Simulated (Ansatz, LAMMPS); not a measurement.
**Amorphous SnO2 (108 atoms), the geometry as built**

108 atoms (36 Sn, 72 O) placed at random at 6.03 g/cm³, melted at 5000 K for 10 ps at fixed volume with the Morse and Coulomb pair potential with partial charges (Pedone, Malavasi, Menziani, Cormack and Segre, J. Phys. Chem. B 110, 11780 (2006)). Quenched from 5000 K to 300 K at 50 K/ps and fixed volume, held 10 ps at zero pressure, then minimised at fixed cell.

Geometry: the geometry as built. Computed with Ansatz 0.2.0: Kohn-Sham DFT, PBE, PAW (set soft_2), plane waves; cutoff 420 eV, Γ point, fixed occupations; density 6.17 g/cm³.

Cell vectors (Å):

```
11.343 0.000 0.000
0.000 11.343 0.000
0.000 0.000 11.343
```

Positions (Å):

```
1 Sn 9.631 5.376 2.719
2 Sn 11.012 1.961 5.899
3 Sn 6.860 0.429 8.322
4 Sn 8.548 7.299 0.322
5 Sn 10.857 9.362 9.962
6 Sn 7.161 8.998 2.826
7 Sn 2.023 6.390 7.530
8 Sn 4.496 7.330 0.100
9 Sn 9.548 7.044 8.274
10 Sn 0.139 7.342 5.094
11 Sn 8.420 3.910 7.179
12 Sn 5.094 4.785 9.011
13 Sn 10.449 10.112 1.621
14 Sn 2.373 2.924 7.698
15 Sn 11.027 3.895 9.242
16 Sn 3.824 4.356 2.180
17 Sn 4.374 10.494 0.589
18 Sn 9.106 1.206 11.172
19 Sn 1.597 0.948 2.970
20 Sn 4.362 2.141 10.613
21 Sn 6.004 1.208 2.437
22 Sn 7.766 6.978 5.305
23 Sn 4.005 0.835 5.798
24 Sn 0.797 6.754 0.199
25 Sn 1.636 4.577 4.331
26 Sn 1.222 0.636 10.353
27 Sn 1.108 3.538 1.069
28 Sn 10.011 9.933 6.306
29 Sn 2.319 9.162 2.806
30 Sn 4.799 8.572 5.633
31 Sn 5.060 4.486 5.741
32 Sn 6.399 8.090 8.795
33 Sn 7.418 1.442 5.491
34 Sn 9.385 2.174 3.046
35 Sn 1.893 10.207 7.209
36 Sn 6.933 3.977 1.021
37 O 5.484 3.237 2.196
38 O 11.161 1.540 3.900
39 O 4.822 5.771 1.282
40 O 8.118 7.490 9.772
41 O 5.780 3.773 10.688
42 O 1.041 10.404 9.085
43 O 3.717 10.167 6.246
44 O 8.718 5.321 5.859
45 O 11.194 6.787 7.104
46 O 1.221 3.250 5.824
47 O 0.907 7.894 3.331
48 O 3.100 0.317 10.693
49 O 9.598 8.162 5.382
50 O 10.344 6.603 1.254
51 O 10.941 7.319 9.888
52 O 10.402 3.017 7.486
53 O 3.691 4.630 4.158
54 O 6.508 4.507 7.721
55 O 1.824 6.186 5.545
56 O 1.321 4.674 8.227
57 O 1.118 2.292 9.317
58 O 1.908 5.267 1.968
59 O 9.002 9.551 2.773
60 O 3.579 8.670 1.299
61 O 2.562 0.886 7.451
62 O 5.099 9.115 10.600
63 O 5.077 7.887 7.377
64 O 9.425 5.074 8.652
65 O 0.692 10.489 2.678
66 O 7.829 2.022 7.478
67 O 5.102 1.029 0.711
68 O 7.812 7.362 7.275
69 O 11.109 5.469 4.100
70 O 10.720 3.632 2.109
71 O 2.024 2.978 2.963
72 O 3.141 3.281 0.549
73 O 9.716 0.697 1.676
74 O 3.914 2.851 6.339
75 O 2.199 8.277 7.793
76 O 0.605 9.233 5.844
77 O 8.599 11.165 5.841
78 O 8.325 6.763 3.349
79 O 6.046 10.461 2.100
80 O 2.642 6.774 10.816
81 O 9.232 2.509 5.138
82 O 5.894 0.593 6.489
83 O 5.896 6.197 5.228
84 O 1.071 1.537 0.885
85 O 7.651 2.116 0.846
86 O 10.756 11.226 10.823
87 O 6.830 9.866 8.235
88 O 11.184 0.200 6.694
89 O 3.065 11.036 2.139
90 O 3.697 3.349 9.145
91 O 8.136 0.371 9.809
92 O 3.636 8.533 4.098
93 O 0.641 8.889 0.411
94 O 3.837 5.333 7.406
95 O 8.085 5.426 0.551
96 O 6.516 3.225 5.335
97 O 8.297 3.900 2.693
98 O 7.652 1.200 3.506
99 O 6.905 7.949 1.201
100 O 2.292 0.624 4.757
101 O 10.011 2.750 10.492
102 O 5.426 6.536 9.830
103 O 4.938 1.049 4.049
104 O 0.516 4.764 10.956
105 O 6.574 8.691 4.660
106 O 5.397 1.231 9.261
107 O 9.444 9.094 0.164
108 O 9.989 9.142 8.166
```

Q: Give the force and the charge of every atom.

Columns: atom, q, fx, fy, fz (forces in eV/Å, q the intrinsic-atomic-orbital charge in e).

```
1 1.71 0.360 -0.368 -0.512
2 1.74 -0.065 -0.335 -0.421
3 1.78 -0.196 0.782 0.923
4 1.75 0.525 0.175 0.867
5 1.72 0.277 -0.786 0.396
6 1.76 0.563 0.020 -1.108
7 1.70 -0.648 0.584 0.273
8 1.73 -1.146 -0.146 0.861
9 1.70 0.662 0.064 -0.854
10 1.70 -0.244 0.161 0.441
11 1.71 -0.038 0.348 -0.390
12 1.74 0.235 -0.715 -0.038
13 1.73 0.048 -0.936 -0.531
14 1.68 -0.063 0.018 -0.617
15 1.73 -0.507 -0.401 0.247
16 1.73 -0.862 0.147 -1.117
17 1.73 -0.396 -0.786 0.446
18 1.75 -0.075 0.767 -0.589
19 1.70 0.386 0.553 -0.409
20 1.73 -0.226 0.520 -0.034
21 1.74 -0.053 -0.291 0.602
22 1.71 0.356 -1.152 -0.037
23 1.73 -0.311 0.466 -0.743
24 1.65 0.382 0.524 0.228
25 1.70 -0.518 -0.509 -0.936
26 1.74 -0.172 0.455 0.566
27 1.70 0.064 -0.177 0.261
28 1.73 0.157 0.498 -0.440
29 1.73 -0.026 0.341 0.129
30 1.74 -0.605 -0.410 -0.613
31 1.70 0.828 -0.432 0.691
32 1.74 0.512 0.561 -0.150
33 1.73 -0.282 0.204 0.308
34 1.71 0.884 0.918 -0.294
35 1.71 -0.840 -0.208 -0.782
36 1.74 0.118 0.482 -0.235
37 -0.86 0.623 -0.154 0.502
38 -0.86 0.046 -0.405 -0.476
39 -0.89 1.257 0.284 0.107
40 -0.86 -0.245 0.037 -0.712
41 -0.86 -0.277 -0.245 -0.241
42 -0.84 0.625 -0.156 -0.474
43 -0.84 -0.139 0.516 0.652
44 -0.89 0.767 -0.508 -0.307
45 -0.86 0.520 -0.466 -0.106
46 -0.84 0.382 0.007 0.444
47 -0.88 -0.209 -0.355 -0.678
48 -0.85 1.207 0.050 -0.345
49 -0.84 -0.477 -0.007 -0.419
50 -0.83 -0.162 0.270 -0.014
51 -0.88 -0.068 -0.586 -0.269
52 -0.86 -0.612 0.382 0.349
53 -0.84 0.150 0.376 0.466
54 -0.87 -0.312 0.336 -0.421
55 -0.86 0.686 0.184 -0.500
56 -0.83 0.107 -0.604 0.340
57 -0.86 0.282 0.767 -0.669
58 -0.84 -0.323 0.531 0.543
59 -0.90 0.233 0.058 1.167
60 -0.85 -0.026 0.387 0.260
61 -0.85 0.393 -0.632 -0.120
62 -0.83 0.264 -0.336 -0.443
63 -0.86 -0.794 -0.710 0.303
64 -0.84 -0.251 -0.523 0.767
65 -0.84 -0.285 0.049 0.667
66 -0.87 0.431 -0.172 -0.098
67 -0.84 0.349 -0.699 0.171
68 -0.86 -0.483 0.556 1.064
69 -0.82 0.040 0.283 0.583
70 -0.87 -0.606 0.017 0.265
71 -0.83 0.299 0.155 0.230
72 -0.87 0.344 -0.042 -0.304
73 -0.85 0.049 -0.233 -0.076
74 -0.84 -0.102 0.204 0.146
75 -0.88 0.743 0.230 0.622
76 -0.84 0.102 0.926 0.061
77 -0.91 -0.589 -0.361 -0.045
78 -0.87 -0.369 0.476 0.097
79 -0.87 -0.650 0.660 -0.482
80 -0.88 -0.038 -0.196 -0.677
81 -0.86 -0.579 0.612 -0.181
82 -0.85 -0.013 -0.866 0.263
83 -0.87 -0.872 0.824 -0.351
84 -0.86 -0.354 -0.498 0.328
85 -0.89 -0.873 -0.109 0.883
86 -0.84 -0.274 -0.216 0.471
87 -0.88 0.267 -0.325 -0.490
88 -0.86 0.949 -0.575 0.876
89 -0.86 0.295 -0.398 0.173
90 -0.84 -0.352 0.253 0.225
91 -0.91 0.086 -1.226 -0.272
92 -0.88 0.626 -0.684 0.236
93 -0.86 0.389 0.174 0.348
94 -0.85 -0.007 0.167 -0.117
95 -0.88 0.574 -0.334 -0.188
96 -0.90 0.474 0.517 -0.462
97 -0.83 -0.854 -0.308 0.641
98 -0.84 0.558 -0.521 -0.147
99 -0.87 -1.025 -0.292 -0.431
100 -0.90 -0.373 -0.366 0.681
101 -0.93 0.361 0.741 0.086
102 -0.84 0.498 0.845 -0.165
103 -0.92 0.080 0.055 -0.112
104 -0.83 -0.307 0.387 -0.764
105 -0.83 0.636 0.133 0.720
106 -0.94 -0.663 -0.144 -0.100
107 -0.85 -0.582 0.889 -0.780
108 -0.85 -0.626 -0.023 0.311
```

The quench rate of 50 K/ps is many orders above laboratory rates, so the cell is likely richer in defects and strain than a real sample. The network of bonds at the start is that of the classical potential that made the cell, and needn't be the one that DFT or experiment would give. Only the Γ point is sampled, in a cell whose shortest periodic width is 11 Å.

The r.m.s. force component is 0.498 eV/Å; the longest force, 1.44 eV/Å, acts on Sn8.

[Logs are printed without paths, hosts, clocks, repeated set-up lines and the standing remarks that a program may print on its own settings, such as how far it seeks lower states.]

[Hosts, paths, dates, database ids (printed as entryN), source tags and the programs' standing remarks are cut or masked in the printed files.]
